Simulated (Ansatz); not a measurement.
# From HSE06 to G0W0: K2LiScI6 (double perovskite (elpasolite)) (Fm-3m), part 2 of 2

Aim: the quasiparticle gap of K2LiScI6 (double perovskite (elpasolite)) (Fm-3m), starting from HSE06.

Ansatz 0.2.0; HSE06, then G0W0 on it, plane waves, PAW. Known limits of the many-body steps: finite bands, screening cutoff and k mesh; no spin-orbit coupling in G0W0.

So far. Step 2 (HSE06 levels on the mesh and at listed points): Over mesh and listed points the gap is 3.188 eV, direct, at k = Γ.

The structure was built from a prototype and need not be the compound's stable phase.

In doubt: masses and optical values from hybrid runs of this build are listed as unsure (step 3), which bears on the screening that GW takes from such a start.

### 3. G0W0 on the 2×2×2 mesh

G0W0 replaces the xc potential by a self-energy built once from the orbitals of the start. Levels are corrected in the window of bands that the input names, at points of the mesh.

This step: G0W0 on HSE06, plane waves, PAW.

Input file input.yaml:

```yaml
crystal:
  lattice:
    - [0.0, 5.8553772128, 5.8553772128]
    - [5.8553772128, 0.0, 5.8553772128]
    - [5.8553772128, 5.8553772128, 0.0]
  atoms:
    - { symbol: K, position: [0.25, 0.25, 0.25] }
    - { symbol: K, position: [0.75, 0.75, 0.75] }
    - { symbol: Li, position: [0.0, 0.0, 0.0] }
    - { symbol: Sc, position: [0.5, 0.5, 0.5] }
    - { symbol: I, position: [0.2533847642, 0.7466152358, 0.7466152358] }
    - { symbol: I, position: [0.2533847642, 0.7466152358, 0.2533847642] }
    - { symbol: I, position: [0.7466152358, 0.2533847642, 0.7466152358] }
    - { symbol: I, position: [0.7466152358, 0.2533847642, 0.2533847642] }
    - { symbol: I, position: [0.7466152358, 0.7466152358, 0.2533847642] }
    - { symbol: I, position: [0.2533847642, 0.2533847642, 0.7466152358] }
kpoints:
  mp_grid: { grid: [2, 2, 2] }
hamiltonian:
  xc: hse06
scf:
  occupations: { method: fixed }
gw:
  n_empty_bands: 1198
  ecut_chi: 120.0
  qp_bands: [v3, c3]
  qp_kpoints: band_edges
  screening: { model: contour_deformation }
```

Command:

```sh
$ ansatz run input.yaml --threads 8 --pin off --max-ram 17510MiB --backend cpu --events-out ev --progress --plain --runs-dir out
```

Numbers of over 12 decimals in the logs are rounded to 6 here.

What it wrote:

```text
[...]
Crystal: 10 atoms, lattice volume = 401.508 Å³
Basis set: ecut = 420 eV, 7799 PW (Γ)
Bands: 81, of which v1, the nominal top of the filled ones, is band 67 counted from 1 (66 counted from 0)
Symmetry: 48 space group operations
[...]
k-points: 3 of 8
[...]
SCF iter   1: F=—  HF=-50506.351477 eV  |F-HF|=—  |Δ(HF+E_count)|=         —  Δρ=7.01e-4  dr2=5.09e-3  ethr=1.77e-3  ⟨swp⟩=16.3  Hψ=1105  notcnv=1
[...]
SCF iter   4: F=-50506.355476 eV  HF=-50506.355435 eV  |F-HF|=4.17e-5  |Δ(HF+E_count)|=   1.08e-4  Δρ=1.33e-4  dr2=1.17e-4  ethr=8.66e-8  ⟨swp⟩=4.0  Hψ=1134  notcnv=0
SCF 1 stopped early in 4 iterations: F = -50506.355476 eV  dr2 = 1.17e-4
[...]
Frozen-core exchange: fock
SCF iter   1: F=—  HF=-50537.497149 eV  |F-HF|=—  |Δ(HF+E_count)|=         —  Δρ=6.27e-3  dr2=4.72e-1  ethr=8.76e-7  ⟨swp⟩=9.7  Hψ=1287  notcnv=0
[...]
SCF iter   8: F=-50537.405213 eV  HF=-50537.405213 eV  |F-HF|=8.03e-7  |Δ(HF+E_count)|=   5.56e-6  Δρ=9.26e-6  dr2=2.68e-6  ethr=2.20e-8  ⟨swp⟩=3.0  Hψ=578  notcnv=0
SCF 2 stopped early in 8 iterations: F = -50537.405213 eV  dr2 = 2.68e-6
[...]
hybrid outer 1: dexx = +2.339e-2 eV, tail = 6.96e-5 eV
[...]
Frozen-core exchange: fock
SCF iter   1: F=—  HF=-50537.404828 eV  |F-HF|=—  |Δ(HF+E_count)|=         —  Δρ=2.89e-5  dr2=5.43e-6  ethr=2.60e-7  ⟨swp⟩=4.7  Hψ=607  notcnv=0
[...]
SCF iter   3: F=-50537.404828 eV  HF=-50537.404828 eV  |F-HF|=4.72e-8  |Δ(HF+E_count)|=   7.60e-7  Δρ=3.24e-6  dr2=6.68e-8  ethr=4.86e-11  ⟨swp⟩=4.0  Hψ=1228  notcnv=0  defer=3
SCF 3 converged in 3 iterations: F = -50537.404828 eV  dr2 = 6.68e-8
[...]
NSCF: frozen V_eff on 3 k-points
Exchange-term sweep: 0 of 3 (spin, k) points
Exchange-term sweep: 1 of 3 (spin, k) points
Exchange-term sweep: 2 of 3 (spin, k) points
Exchange-term sweep: 3 of 3 (spin, k) points
G₀W₀ screening: q 1/3
[... further progress lines ...]
[...]
Free energy (F): -50537.404828 eV
Frozen-core exchange: fock
[...]
Internal energy: -50537.404828 eV  (E = F + TS)
E sigma→0 (E₀):  -50537.404828 eV
Fermi energy:    3.133897 eV
[...]
--- Band table (eV) ---
  k-point 0: bands = [... 63 lower, 2.7275, 3.1339, 3.1339, 3.1339, 6.3216, 6.3216, 6.3216, 7.3499, ... 2 higher]
  k-point 1: bands = [... 63 lower, 2.6126, 2.7144, 2.7477, 2.7477, 6.4097, 6.5326, 6.5326, 7.3555, ... 2 higher]
  k-point 2: bands = [... 63 lower, 2.0206, 2.5392, 2.5392, 3.1146, 6.3326, 6.7500, 6.7500, 6.8227, ... 2 higher]
  guard bands above this table: 8 of the run's 81 bands. The solve was not asked for them (output.publish_guard_bands: true or output.eigenvalues: true publishes all)
--- G₀W₀: contour deformation, 6 samples at zero and on the imaginary axis and 0 off it, 8 q-points, 1198 empty bands' worth ---
  eigenvalues of the whole cell's RPA ε∞ on this k-mesh (on a slab, of 1 + 4πα/V) = 3.3698, 3.3698, 3.3698; static W/v taken at q = 0 is 0.296758
  bands read: the sum over 1265 bands ends inside a degenerate multiplet in 2 slots, whose members it reads at an even weight; the widest, k=0: bands 1265 to 1267 (counted from 1) at 1/3 each
  gw.qp_kpoints: band_edges: 3 of 3 stored k-points solved, in 1 pass; an edge of the gap read off the rows below is read off those points alone
    ik  band        ε_KS         Σx   Σc(E_QP)       V_xc       Z   E_QP_lin       E_QP  E_QP is
     0    65      3.1339   -17.7301     1.4700   -15.4740  0.7975     2.3383     2.3479  root
     0    66      3.1339   -17.7301     1.4700   -15.4740  0.7975     2.3383     2.3479  root
     0    67      3.1339   -17.7301     1.4700   -15.4740  0.7975     2.3383     2.3479  root
     0    68      6.3216    -8.7214    -5.5511   -14.8676  0.7433     6.9243     6.9167  root
     0    69      6.3216    -8.7214    -5.5511   -14.8676  0.7433     6.9243     6.9167  root
     0    70      6.3216    -8.7214    -5.5511   -14.8676  0.7433     6.9243     6.9167  root
     1    65      2.7144   -17.3491     1.5630   -14.9767  0.7940     1.8940     1.9049  root
     1    66      2.7477   -17.4537     1.4550   -15.2128  0.7975     1.9520     1.9618  root
     1    67      2.7477   -17.4537     1.4550   -15.2128  0.7975     1.9520     1.9618  root
     1    68      6.4097    -8.8055    -5.5885   -14.9829  0.7420     7.0061     6.9985  root
     1    69      6.5326    -9.2007    -5.7453   -15.5500  0.7350     7.1450     7.1366  root
     1    70      6.5326    -9.2007    -5.7453   -15.5500  0.7350     7.1450     7.1366  root
     2    65      2.5392   -17.2669     1.5071   -14.9638  0.7954     1.7327     1.7432  root
     2    66      2.5392   -17.2669     1.5071   -14.9638  0.7954     1.7327     1.7432  root
     2    67      3.1146   -17.6764     1.4699   -15.4198  0.7975     2.3182     2.3278  root
     2    68      6.3326    -8.7378    -5.6249   -14.9610  0.7414     6.9386     6.9308  root
     2    69      6.7500    -9.7589    -5.9625   -16.3299  0.7253     7.3678     7.3586  root
     2    70      6.7500    -9.7589    -5.9625   -16.3299  0.7253     7.3678     7.3586  root
```

Wall time 14 min (8 threads of Arm Neoverse V2, shared host); peak memory 7.7 GiB.

Numbers from this step:

| Quantity | Value |
| --- | --- |
| bands summed | 1265 |
| RPA ε∞ on this mesh (eigenvalues) | 3.370, 3.370, 3.370 |
| plane waves in the screening matrix | 1243 |
| q-points in the mesh | 8 |
| G0W0 gap over the corrected points | 4.569 eV |
| k of the valence top | 0, 0, 0 |
| k of the conduction bottom | 0, 0, 0 |
| starting gap on the mesh | 3.188 eV |
| Z at the valence top | 0.7975 |
| Z at the conduction bottom | 0.7433 |
| least direct G0W0 gap over the corrected points | 4.569 eV |

Over all 3 irreducible mesh points the G0W0 gap is 4.569 eV, direct, at k = Γ. The HSE06 gap of this run on the mesh is 3.188 eV. The two states that bound the G0W0 gap lie that far apart at the start, so the correction of the gap is 4.569 − 3.188 = +1.381 eV.

Labels follow the order of the start: v1 is the top filled band, c1 the lowest empty one; levels that stay degenerate share a row, the window can cut a multiplet, doubted levels are not marked in this list, bands outside the window were not corrected, and the list may be a part of the corrected levels. Levels before and after the correction, in eV, zero at the valence-band top of each column:

|  | conduction bottom | valence top |
| --- | --- | --- |
| HSE06 | 3.19 | 0.00 |
| G0W0 | 4.57 | 0.00 |

```
         level  occupation  energy (eV)
HSE06  Γ v3-v1           2        0.000
HSE06  Γ c1-c3           0        3.188
 G0W0  Γ v3-v1           2        0.000
 G0W0  Γ c1-c3           0        4.569
```

The parts of the quasiparticle energy for the two states that bound the G0W0 gap, in eV on the run's own scale (QP = start + Σx + Σc − Vxc, with Σc at the quasiparticle energy):

| edge | k | band | start | Σx | Σc | Vxc | Z | QP |
| --- | --- | --- | --- | --- | --- | --- | --- | --- |
| valence top | Γ | 65 | 3.134 | −17.730 | 1.470 | −15.474 | 0.797 | 2.348 |
| conduction bottom | Γ | 68 | 6.322 | −8.721 | −5.551 | −14.868 | 0.743 | 6.917 |

For a hybrid start, Vxc holds its share of exact exchange.

### 4. The runs together

Each gap is the least one over the points named; times are wall times on shared hosts, not benchmarks. A G0W0 time includes the run's own self-consistent start. Runs with listed points see these and the mesh alone, so an edge that moves elsewhere is missed.

```csv
level,mesh,"files, cutoff","bands summed, screening",points,gap (eV),valence top,conduction bottom,least direct gap (eV),time
HSE06,2×2×2,"soft_2 PAW, 420 eV",-,mesh and listed points,3.188,Γ,Γ,3.188,55 s
G0W0@HSE06,2×2×2,"soft_2 PAW, 420 eV","1265, 120 eV",all 3 irreducible mesh points,4.569,Γ,Γ,4.569,14 min
```

### 5. Summary of results

```
HSE06 gap over mesh and listed points             : 3.188 eV, direct, at k = Γ
G0W0@HSE06 gap over all 3 irreducible mesh points : 4.569 eV, direct, at k = Γ
GW settings                                       : 2×2×2 mesh, 1198 empty bands, screening to 120 eV
known limits                                      : finite bands, screening cutoff and k mesh; no spin-orbit coupling in G0W0
```

In words: Over all 3 irreducible mesh points the G0W0 gap is 4.569 eV, direct, at k = Γ. The HSE06 gap of this run on the mesh is 3.188 eV. The two states that bound the G0W0 gap lie that far apart at the start, so the correction of the gap is 4.569 − 3.188 = +1.381 eV. The valence state moves by 2.348 − 3.134 = −0.786 eV and the conduction state by 6.917 − 6.322 = +0.595 eV, on the run's own scale; how far single levels stand from their limit in bands is not shown. Both edges that HSE06 shows over mesh and listed points lie at k points where levels were corrected. Levels at other points were not corrected, so a lower G0W0 gap elsewhere in the zone is not ruled out. No second run with other bands and screening cutoff is shown, so the distance to the basis limit is not known. On another start, G0W0@PBE runs of this series (2×2×2 mesh, soft_2 PAW; not shown as steps) give 4.119 eV with 263 bands and 36 eV, 4.149 eV with 624 bands and 72 eV and 4.201 eV with 1265 bands and 120 eV. The program doubts an edge level of G0W0@PBE with 263 bands (2×2×2, soft_2 PAW). G0W0 on other starts in this series, not shown as steps and not all at these settings: 4.201 eV on PBE (2×2×2, soft_2 PAW, 1265 bands, 120 eV). Two runs of this series at another level, not shown as steps, test spin-orbit coupling. PBE+SOC against PBE: 1.875 − 2.070 = −0.195 eV. Mesh, set of files and cutoff are the same, but the conduction bottom lies at another k point, so this need not be the shift of one pair of states. The spin-orbit run sees mesh and listed points alone, so its gap is an upper bound: the coupling can move an edge off these points, and the change over the zone, its sign included where it is small, is not known. What spin-orbit coupling does to the G0W0 levels was not computed, so no sum with the G0W0 gap is formed. The G0W0 runs are scalar-relativistic. No pair of G0W0 runs that differ in the mesh alone is shown (2×2×2 is a supercell whose nearest images lie 17 Å apart), so the error from the mesh is not known here. G0W0 is shown with one set of atomic data (soft_2 PAW), so the error from the files is not known here.

[Paths, hosts, dates, memory and timing lines, banners, echoed tables and standing remarks are left out of the program output.]

[Logs are printed without paths, hosts, clocks, repeated set-up lines and the standing remarks that a program may print on its own settings, such as how far it seeks lower states.]

[Runs of the session that timed out or met a known fault of the program may be left out.]

[Cells called generated may have been cut or substituted from an entry of the Crystallography Open Database or the Materials Project.]

[Hosts, paths, dates, database ids (printed as entryN), source tags and the programs' standing remarks are cut or masked in the printed files.]

[Where an RPA ε∞ is given, it is that of the G0W0 mesh and is not shown converged in it. Names of k-points follow the symmetry that the program found, which can be lower than the space group named. Band edges on a path are those of the sampled points; other points can move an edge, and change direct to indirect where valleys lie close.]

[Hybrid gaps are those of their k-mesh and are not shown converged in it.]
